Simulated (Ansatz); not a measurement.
## H on Rh(111): change of the work function

Aim: the work function of Rh(111) at several coverages of H (fcc site), and the dipole that each adsorbate carries.

Main program and level: Ansatz 0.2.0; plane-wave DFT, PBE, Ansatz PAW.

## 1. Set-up

The cell holds 4 atoms: 4 Rh. Its edges and angles: a = 2.687 Å, b = 2.687 Å, c = 24.582 Å, α = 90.0°, β = 90.0°, γ = 60.0°. Vacuum lies along c.

## 2. The clean slab

The bare slab comes first, as the zero from which every change is counted. The two lowest layers are held at bulk places and the upper ones relax. The dipole correction removes the false field that a one-sided slab makes across the periodic vacuum, so each face gets a flat vacuum level of its own.

input.yaml

```yaml
crystal:
  lattice:
    - [2.6870057685, 0.0, 0.0]
    - [1.3435028843, 2.3270152556, 0.0]
    - [0.0, 0.0, 24.5817930688]
  atoms:
    - { symbol: Rh, position: [0.0, 0.0, 0.3661246344] }
    - { symbol: Rh, position: [0.3333333333, 0.3333333333, 0.4553748781] }
    - { symbol: Rh, position: [0.6666666667, 0.6666666667, 0.5446251219] }
    - { symbol: Rh, position: [0.0, 0.0, 0.6338753656] }
kpoints:
  mp_grid: { grid: [12, 12, 1] }
hamiltonian:
  xc: pbe
scf:
  occupations: { method: fermi_dirac, width: 0.1 }
  convergence: { dr2_threshold: 1.0e-08 }
efield:
  axis: 3
  dipole_correction: true
  ramp_position: 0.97
  ramp_width: 0.06
relax:
  f_tol: 0.02
  max_steps: 60
  constraints: [{ sites: [0, 1] }]
output:
  write_potential: true
  write_density: true
  volumetric_format: npy
```

The run is started by

```sh
ansatz run input.yaml --threads 4 --pin off --max-ram 6144MiB --backend cpu --events-out ev --progress --plain --runs-dir out
```

Numbers of over 12 decimals in the logs are rounded to 6 here.

Output:

```text
Engine: ansatz 0.2.0, x86_64-unknown-linux-gnu
Pseudopotentials: kind: paw
Pseudopotential: Rh, paw, valence charge 17, recommended cutoff 420 eV (normal), Rh.paw.azcp
Functional definition: PBE
  parameter kappa = 0.804
  parameter beta = 0.066725
  exchange = pbe_x(kappa = kappa, mu = beta*pi^2/3)
  correlation = pbe_c(beta = beta)
Crystal: 4 atoms, lattice volume = 153.703 Å³
Basis set: ecut = 420 eV, 3065 PW (Γ), exchange–correlation on 36×36×360 points (8 copies of the dense FFT grid, shifted against one another)
Bands: 41, of which v1, the nominal top of the filled ones, is band 34 counted from 1 (33 counted from 0)
Symmetry: 6 space group operations
k-points: 19 of 144 (time reversal used)
Non-local potential: Rh, projectors of the file, l = 0: 3, l = 1: 2, l = 2: 2, l = 3: 1
PAW form: soft (Blöchl's): semilocal exchange-correlation on the pseudo side does not see the compensation charge
PAW one-centre angular grid: Rh, 590 points (default); XC on 64 Gauss nodes
Initial density: superposition of atomic densities (neutral atoms: chi_scale 0, normalization atom), corrected by the library's trained network
Initial wavefunctions: pseudopotential atomic-orbital guess
Functional: x = pbe(κ = 0.804, μ = 0.219515), c = pbe(β = 0.066725)
SCF iter   1: F=—  HF=-25610.048057 eV  |F-HF|=—  |Δ(HF+E_count)|=         —  Δρ=3.00e-3  dr2=7.23e-3  ethr=1.77e-3  p=0.000 e·Å  D=1.39e-13 V/Å  ΔV_dip=-0.00 eV  dr2_dipole=1.99e-7  V_vac-E_F(+/−)=4.98/4.98 eV  ⟨swp⟩=8.3  Hψ=3723  notcnv=0  defer=3
efield: sawtooth ramp at fractional position 0.9700 (set: `efield.ramp_position`, or a place that a band, a saddle search or an elastic batch's reference lends), width 0.0600; the density the first Hamiltonian is built on has a dipole p = 0.000 e·Å; the dipole correction subtracts the counter field D = 1.39e-13 V/Å, which shifts the + side's vacuum level by -0.00 eV against the − side's; the planar-averaged density in the ramp window peaks in size at 3.7e-6 e/Å³
preconditioner: auto → LDOS  [metal: Δε(μ)=0.005 eV  Ē_g=5.586 eV  σ=0.100 eV  W_gap=0.01  n_scr=18 (ndim 8)  ℏωp=18.0 eV  f_vac=0.588  D(μ)=6.30/eV (n_scr^D=38)  β→1.0]
SCF iter   2: F=—  HF=-25610.050251 eV  |F-HF|=—  |Δ(HF+E_count)|=   2.19e-3  Δρ=1.42e-3  dr2=2.83e-3  ethr=1.06e-5  p=0.000 e·Å  D=2.16e-5 V/Å  ΔV_dip=-0.00 eV  dr2_dipole=2.85e-7  V_vac-E_F(+/−)=5.18/5.18 eV  ⟨swp⟩=3.2  Hψ=1977  notcnv=0  defer=5
SCF iter   3: F=—  HF=-25610.049788 eV  |F-HF|=—  |Δ(HF+E_count)|=   4.63e-4  Δρ=6.39e-4  dr2=1.01e-3  ethr=4.16e-6  p=0.000 e·Å  D=7.89e-6 V/Å  ΔV_dip=-0.00 eV  dr2_dipole=2.52e-8  V_vac-E_F(+/−)=5.16/5.16 eV  ⟨swp⟩=3.1  Hψ=1661  notcnv=0  defer=5
SCF iter   4: F=—  HF=-25610.049605 eV  |F-HF|=—  |Δ(HF+E_count)|=   1.83e-4  Δρ=2.42e-4  dr2=8.23e-5  ethr=1.49e-6  p=0.000 e·Å  D=4.71e-6 V/Å  ΔV_dip=-0.00 eV  dr2_dipole=5.91e-10  V_vac-E_F(+/−)=5.17/5.17 eV  ⟨swp⟩=2.0  Hψ=1119  notcnv=0  defer=5
SCF iter   5: F=—  HF=-25610.049589 eV  |F-HF|=—  |Δ(HF+E_count)|=   1.54e-5  Δρ=6.97e-5  dr2=8.06e-6  ethr=1.21e-7  p=0.000 e·Å  D=3.22e-6 V/Å  ΔV_dip=-0.00 eV  dr2_dipole=2.85e-10  V_vac-E_F(+/−)=5.17/5.17 eV  ⟨swp⟩=2.5  Hψ=1423  notcnv=0  defer=5
SCF iter   6: F=—  HF=-25610.049590 eV  |F-HF|=—  |Δ(HF+E_count)|=   4.65e-7  Δρ=1.34e-5  dr2=5.18e-7  ethr=1.18e-8  p=0.000 e·Å  D=1.22e-6 V/Å  ΔV_dip=-0.00 eV  dr2_dipole=2.03e-11  V_vac-E_F(+/−)=5.17/5.17 eV  ⟨swp⟩=2.1  Hψ=1268  notcnv=0  defer=5
SCF iter   7: F=—  HF=-25610.049590 eV  |F-HF|=—  |Δ(HF+E_count)|=   2.80e-7  Δρ=5.15e-6  dr2=1.24e-7  ethr=7.62e-10  p=0.000 e·Å  D=5.86e-7 V/Å  ΔV_dip=-0.00 eV  dr2_dipole=8.88e-12  V_vac-E_F(+/−)=5.17/5.17 eV  ⟨swp⟩=3.3  Hψ=1737  notcnv=0  defer=5
SCF iter   8: F=—  HF=-25610.049590 eV  |F-HF|=—  |Δ(HF+E_count)|=   5.12e-8  Δρ=1.84e-6  dr2=1.44e-8  ethr=1.82e-10  p=0.000 e·Å  D=2.18e-7 V/Å  ΔV_dip=-0.00 eV  dr2_dipole=2.81e-12  V_vac-E_F(+/−)=5.17/5.17 eV  ⟨swp⟩=2.1  Hψ=960  notcnv=0  defer=5
SCF iter   9: F=-25610.049590 eV  HF=-25610.049590 eV  |F-HF|=3.09e-9  |Δ(HF+E_count)|=   5.53e-9  Δρ=5.60e-7  dr2=7.93e-10  ethr=1.47e-11  p=0.000 e·Å  D=8.84e-8 V/Å  ΔV_dip=-0.00 eV  dr2_dipole=2.62e-13  V_vac-E_F(+/−)=5.17/5.17 eV  ⟨swp⟩=9.8  Hψ=5442  notcnv=0
SCF 1 converged in 9 iterations: F = -25610.049590 eV  dr2 = 7.93e-10
  greatest PAW one-centre occupation: 1.000 electrons in one spin orbital (limit 2), on the Rh atom at site 2 (counted from 0), in its partial waves of l = 0
relax step   1: F+E_penalty+E_count = -25610.04959025 eV  Δ(F+E_penalty+E_count) = +0.000e0 eV  max|allowed force component| = 3.499e-2 eV/Å  Δτ_max = 0.0000 Å  (9 SCF iters, accepted)
Initial density: handed on by an earlier stage of this run
Initial wavefunctions: those handed on with the density
iter 1 solved again at ethr=2.02e-5 eV; its pass at ethr=3.10e-3 eV (dr2=1.37e-2 eV) is discarded
SCF iter   1: F=—  HF=-25610.049954 eV  |F-HF|=—  |Δ(HF+E_count)|=         —  Δρ=1.41e-3  dr2=1.32e-2  ethr=2.02e-5  p=-0.000 e·Å  D=-1.47e-8 V/Å  ΔV_dip=0.00 eV  dr2_dipole=4.55e-3  V_vac-E_F(+/−)=5.17/5.17 eV  ⟨swp⟩=1.3  Hψ=2099  notcnv=0  defer=5
efield: sawtooth ramp at fractional position 0.9700 (set: `efield.ramp_position`, or a place that a band, a saddle search or an elastic batch's reference lends), width 0.0600; the density the first Hamiltonian is built on has a dipole p = -0.000 e·Å; the dipole correction subtracts the counter field D = -1.47e-8 V/Å, which shifts the + side's vacuum level by +0.00 eV against the − side's; the planar-averaged density in the ramp window peaks in size at 1.1e-6 e/Å³
preconditioner: auto → LDOS  [metal: Δε(μ)=0.011 eV  Ē_g=5.583 eV  σ=0.100 eV  W_gap=0.03  n_scr=18 (ndim 8)  ℏωp=18.0 eV  f_vac=0.589  D(μ)=6.28/eV (n_scr^D=38)  β→1.0]
SCF iter   2: F=—  HF=-25610.049808 eV  |F-HF|=—  |Δ(HF+E_count)|=   1.46e-4  Δρ=5.73e-4  dr2=4.48e-4  ethr=1.95e-5  p=-0.000 e·Å  D=-7.30e-5 V/Å  ΔV_dip=0.00 eV  dr2_dipole=6.03e-5  V_vac-E_F(+/−)=5.17/5.17 eV  ⟨swp⟩=1.3  Hψ=785  notcnv=0  defer=5
SCF iter   3: F=—  HF=-25610.049718 eV  |F-HF|=—  |Δ(HF+E_count)|=   9.03e-5  Δρ=3.44e-4  dr2=2.78e-4  ethr=6.58e-7  p=0.000 e·Å  D=3.36e-4 V/Å  ΔV_dip=-0.01 eV  dr2_dipole=5.68e-5  V_vac-E_F(+/−)=5.16/5.17 eV  ⟨swp⟩=3.8  Hψ=1937  notcnv=0  defer=5
SCF iter   4: F=—  HF=-25610.049673 eV  |F-HF|=—  |Δ(HF+E_count)|=   4.46e-5  Δρ=4.06e-5  dr2=4.97e-6  ethr=4.09e-7  p=0.000 e·Å  D=1.14e-4 V/Å  ΔV_dip=-0.00 eV  dr2_dipole=1.05e-8  V_vac-E_F(+/−)=5.17/5.17 eV  ⟨swp⟩=2.0  Hψ=1120  notcnv=0  defer=5
SCF iter   5: F=—  HF=-25610.049673 eV  |F-HF|=—  |Δ(HF+E_count)|=   4.88e-7  Δρ=1.60e-5  dr2=7.23e-7  ethr=7.30e-9  p=0.000 e·Å  D=1.16e-4 V/Å  ΔV_dip=-0.00 eV  dr2_dipole=1.39e-8  V_vac-E_F(+/−)=5.17/5.17 eV  ⟨swp⟩=3.6  Hψ=1778  notcnv=0  defer=5
SCF iter   6: F=—  HF=-25610.049674 eV  |F-HF|=—  |Δ(HF+E_count)|=   4.90e-7  Δρ=5.87e-6  dr2=1.10e-7  ethr=1.06e-9  p=0.000 e·Å  D=1.19e-4 V/Å  ΔV_dip=-0.00 eV  dr2_dipole=8.32e-9  V_vac-E_F(+/−)=5.17/5.17 eV  ⟨swp⟩=2.1  Hψ=1045  notcnv=0  defer=5
SCF iter   7: F=-25610.049674 eV  HF=-25610.049674 eV  |F-HF|=3.72e-8  |Δ(HF+E_count)|=   1.27e-7  Δρ=1.68e-6  dr2=5.92e-9  ethr=1.47e-11  p=0.000 e·Å  D=1.18e-4 V/Å  ΔV_dip=-0.00 eV  dr2_dipole=1.28e-11  V_vac-E_F(+/−)=5.17/5.17 eV  ⟨swp⟩=8.8  Hψ=6143  notcnv=0
SCF 2 converged in 7 iterations: F = -25610.049674 eV  dr2 = 5.92e-9
relax step   2: F+E_penalty+E_count = -25610.04967410 eV  Δ(F+E_penalty+E_count) = -8.384e-5 eV  max|allowed force component| = 2.244e-2 eV/Å  Δτ_max = 0.0127 Å  (7 SCF iters, accepted)
SCF iter   1: F=—  HF=-25610.049758 eV  |F-HF|=—  |Δ(HF+E_count)|=         —  Δρ=5.17e-4  dr2=1.81e-3  ethr=2.64e-5  p=0.000 e·Å  D=1.18e-4 V/Å  ΔV_dip=-0.00 eV  dr2_dipole=6.21e-4  V_vac-E_F(+/−)=5.17/5.17 eV  ⟨swp⟩=2.1  Hψ=1238  notcnv=0  defer=5
efield: sawtooth ramp at fractional position 0.9700 (set: `efield.ramp_position`, or a place that a band, a saddle search or an elastic batch's reference lends), width 0.0600; the density the first Hamiltonian is built on has a dipole p = 0.000 e·Å; the dipole correction subtracts the counter field D = 1.18e-4 V/Å, which shifts the + side's vacuum level by -0.00 eV against the − side's; the planar-averaged density in the ramp window peaks in size at 9.0e-7 e/Å³
preconditioner: auto → LDOS  [metal: Δε(μ)=0.011 eV  Ē_g=5.578 eV  σ=0.100 eV  W_gap=0.03  n_scr=18 (ndim 8)  ℏωp=18.0 eV  f_vac=0.589  D(μ)=6.28/eV (n_scr^D=38)  β→1.0]
SCF iter   2: F=—  HF=-25610.049744 eV  |F-HF|=—  |Δ(HF+E_count)|=   1.35e-5  Δρ=1.96e-4  dr2=5.12e-5  ethr=2.66e-6  p=0.000 e·Å  D=1.57e-4 V/Å  ΔV_dip=-0.00 eV  dr2_dipole=7.87e-6  V_vac-E_F(+/−)=5.17/5.17 eV  ⟨swp⟩=1.2  Hψ=936  notcnv=0  defer=5
SCF iter   3: F=—  HF=-25610.049729 eV  |F-HF|=—  |Δ(HF+E_count)|=   1.48e-5  Δρ=1.13e-4  dr2=3.33e-5  ethr=7.53e-8  p=0.000 e·Å  D=2.76e-6 V/Å  ΔV_dip=-0.00 eV  dr2_dipole=7.51e-6  V_vac-E_F(+/−)=5.17/5.17 eV  ⟨swp⟩=3.4  Hψ=1737  notcnv=0  defer=5
SCF iter   4: F=—  HF=-25610.049724 eV  |F-HF|=—  |Δ(HF+E_count)|=   5.52e-6  Δρ=1.39e-5  dr2=6.44e-7  ethr=4.90e-8  p=0.000 e·Å  D=7.60e-5 V/Å  ΔV_dip=-0.00 eV  dr2_dipole=1.22e-8  V_vac-E_F(+/−)=5.17/5.17 eV  ⟨swp⟩=2.0  Hψ=1111  notcnv=0  defer=5
SCF iter   5: F=—  HF=-25610.049722 eV  |F-HF|=—  |Δ(HF+E_count)|=   2.25e-6  Δρ=5.64e-6  dr2=9.34e-8  ethr=9.47e-10  p=0.000 e·Å  D=7.49e-5 V/Å  ΔV_dip=-0.00 eV  dr2_dipole=3.83e-9  V_vac-E_F(+/−)=5.17/5.17 eV  ⟨swp⟩=3.6  Hψ=1646  notcnv=0  defer=5
SCF iter   6: F=—  HF=-25610.049722 eV  |F-HF|=—  |Δ(HF+E_count)|=   1.30e-7  Δρ=1.95e-6  dr2=1.18e-8  ethr=1.37e-10  p=0.000 e·Å  D=7.30e-5 V/Å  ΔV_dip=-0.00 eV  dr2_dipole=7.96e-10  V_vac-E_F(+/−)=5.17/5.17 eV  ⟨swp⟩=2.2  Hψ=1084  notcnv=0  defer=5
SCF iter   7: F=-25610.049722 eV  HF=-25610.049722 eV  |F-HF|=9.66e-9  |Δ(HF+E_count)|=   1.96e-8  Δρ=6.18e-7  dr2=1.02e-9  ethr=1.47e-11  p=0.000 e·Å  D=7.30e-5 V/Å  ΔV_dip=-0.00 eV  dr2_dipole=1.28e-12  V_vac-E_F(+/−)=5.17/5.17 eV  ⟨swp⟩=9.8  Hψ=5447  notcnv=0
SCF 3 converged in 7 iterations: F = -25610.049722 eV  dr2 = 1.02e-9
relax step   3: F+E_penalty+E_count = -25610.04972167 eV  Δ(F+E_penalty+E_count) = -4.757e-5 eV  max|allowed force component| = 3.972e-4 eV/Å  Δτ_max = 0.0047 Å  (7 SCF iters, accepted)
NSCF: frozen V_eff on 19 k-points
the band table was solved once a step of the walk had ended and its energy, with any forces and stress, was formed, with the checks that follow a solve (3905 applications of the Hamiltonian). They found nothing against the state; the energy, forces and stress were not computed again (output.eigenvalues in the input reference)
WARN: The output density's exchange-correlation potential varies sharply where the density is thin. Do not read a vacuum level from v_tot or v_xc, or from such a field of the output density. On a cell that repeats whose density bears no net charge and no dipole along the vacuum's axis use v_es (v_loc + v_h of the components); under efield.dipole_correction with no amplitude use v_es + v_field, which holds any externa [...]
SCF converged after 7 iterations
Free energy (F): -25610.049722 eV
Harris-Foulkes:  -25610.049722 eV  (|F-HF|=9.66e-9)
Internal energy: -25609.837670 eV  (E = F + TS)
E sigma→0 (E₀):  -25609.943696 eV
Entropy (-TS):   -0.212052 eV (-53.013 meV/atom)
Fermi energy:    4.706112 eV
Dipole field:    D = 0.000071 V/Å  (p = 0.000061 e·Å, saw-weighted, corrected)
Work function:   Φ+ = 5.1674 eV   Φ− = 5.1692 eV
Levels:          The Fermi level and band energies are counted from a zero that moves with the ramp; work functions are not
--- Per-component energies (eV) ---
  E_band       = -1526.571700
  E_kinetic    = 2290.090188
  E_local      = -122491.003680  (includes V_loc(G=0)·N_el)
  E_nonlocal   = 1421.302649
  E_hartree    = 59724.727831
  E_xc         = -884.908045
  E_vxc        = -1110.509521  (∫ρ·V_xc dr)
  E_paw        = -14348.611590  (= ΣΔE_a)
  E_vpaw       = -1085.912725  (= ΣTr[D̂ρ^β])
  E_aug_tail   = 0.003404  (compensation charges beyond the density's cutoff)
  E_efield     = 0.000000  (sawtooth field / dipole correction)
  E_vefield    = 0.000014  (∫n·V_field dr)
  E_ewald      = 48678.561573
  E_smearing   = -0.212052  (= −TS)
  E_closure    = -0.000000  (closes the sum)
  Σ components = -25610.049722   (vs F -25610.049722, Δ=0.00e0)
--- Forces (eV/Å), atoms counted from 1 ---
  atom   1  Rh    -0.00000000     0.00000000     0.03097956
  atom   2  Rh     0.00000000    -0.00000000    -0.03084733
  atom   3  Rh    -0.00000000     0.00000000    -0.00039719
  atom   4  Rh    -0.00000000    -0.00000000     0.00027301
  max |Σ_I F_I| component: 8.05e-6 eV/Å
--- Band table (eV; the first three rows and the last of 19) ---
  k-point 0: bands = [... 30 lower, 2.7526, 3.6994, 3.6994, 3.9980, 3.9980, 4.7099, 4.7099, 4.8205, ... 3 higher]
  k-point 1: bands = [... 30 lower, 2.5536, 3.5756, 3.5774, 3.8488, 4.0260, 4.1381, 4.5315, 4.7073, ... 3 higher]
  k-point 2: bands = [... 30 lower, 2.9651, 3.0842, 3.3252, 3.5013, 3.8110, 4.0323, 4.6964, 5.0882, ... 3 higher]
  k-point 18: bands = [... 30 lower, 3.6443, 3.6486, 4.5244, 4.8653, 4.9521, 4.9529, 11.6585, 11.8523, ... 3 higher]
--- Relaxed structure (3 steps of the walk, 3 accepted, 0 SCFs on fresh bases) ---
  F+E_penalty+E_count = -25610.04972167 eV   max|allowed force component| = 3.972e-4 eV/Å
  atoms:
    - { symbol: Rh, position: [0.0, 0.0, 0.3661246344] }
    - { symbol: Rh, position: [0.333333, 0.333333, 0.455375] }
    - { symbol: Rh, position: [0.666667, 0.666667, 0.544472] }
    - { symbol: Rh, position: [0, 0, 0.633551] }
```

Wall time 8.5 s (4 threads of AMD EPYC 7R32 (Zen 2), shared host); peak memory 0.68 GiB; 28 s of CPU time.

The steps of the relaxation:

| step | energy less that of the first step (eV) | largest force component (eV/Å) |
| --- | --- | --- |
| 1 | 0.0000 | 0.0350 |
| 2 | -0.0001 | 0.0224 |
| 3 | -0.0001 | 0.0004 |

The run keeps the 6 symmetry operations that it works with, so distortions that break them were not tested.

Final coordinates:

```xyz
4
Lattice="2.6870 0.0000 0.0000 1.3435 2.3270 0.0000 0.0000 0.0000 24.5818" Properties=species:S:1:pos:R:3
Rh    0.0000    0.0000    9.0000
Rh    1.3435    0.7757   11.1939
Rh    2.6870    1.5513   13.3841
Rh    0.0000    0.0000   15.5738
```

This step gave:

* energy at zero smearing: -25609.9437 eV
* work function, upper face: 5.167 eV
* dipole along the normal: 6.05e-5 e·Å

Running mean over 2.194 Å of the planar mean; the ramp of the sawtooth is left out. Electron's electrostatic potential energy less the Fermi level against z:

| z (Å) | electron's electrostatic potential energy less the Fermi level (eV) |
| --- | --- |
| 3.5 | 5.17 |
| 4.0 | 5.17 |
| 4.5 | 5.17 |
| 5.0 | 5.16 |
| 5.5 | 5.15 |
| 6.0 | 5.10 |
| 6.5 | 4.90 |
| 7.0 | 4.16 |
| 7.5 | 0.989 |
| 8.0 | -5.57 |
| 8.5 | -11.0 |
| 9.0 | -12.7 |
| 9.5 | -13.0 |
| 10.0 | -13.1 |
| 10.5 | -13.1 |
| 11.0 | -13.2 |
| 11.5 | -13.3 |
| 12.0 | -13.3 |
| 12.5 | -13.3 |
| 13.0 | -13.3 |
| 13.5 | -13.2 |
| 14.0 | -13.2 |
| 14.5 | -13.1 |
| 15.0 | -13.0 |
| 15.5 | -12.8 |
| 16.0 | -11.5 |
| 16.5 | -6.58 |
| 17.0 | 0.143 |
| 17.5 | 3.93 |
| 18.0 | 4.85 |
| 18.5 | 5.08 |
| 19.0 | 5.14 |
| 19.5 | 5.16 |
| 20.0 | 5.17 |
| 20.5 | 5.17 |
| 21.0 | 5.17 |
| 21.5 | 5.17 |

The relaxation took 3 steps and lowered the energy by 1.3e-4 eV; the largest force on the free atoms ends at 4.0e-4 eV/Å.

The work function of the upper face is 5.17 eV.

[end of part 1 of 3]

[Logs are printed without paths, hosts, clocks, repeated set-up lines and the standing remarks that a program may print on its own settings, such as how far it seeks lower states.]

[Hosts, paths, dates, database ids (printed as entryN), source tags and the programs' standing remarks are cut or masked in the printed files.]

[Maps of the electrostatic potential energy from Ansatz leave out the sawtooth potential of an applied field or a dipole correction, so their vacuum need not be flat; planar profiles and work functions include it.]
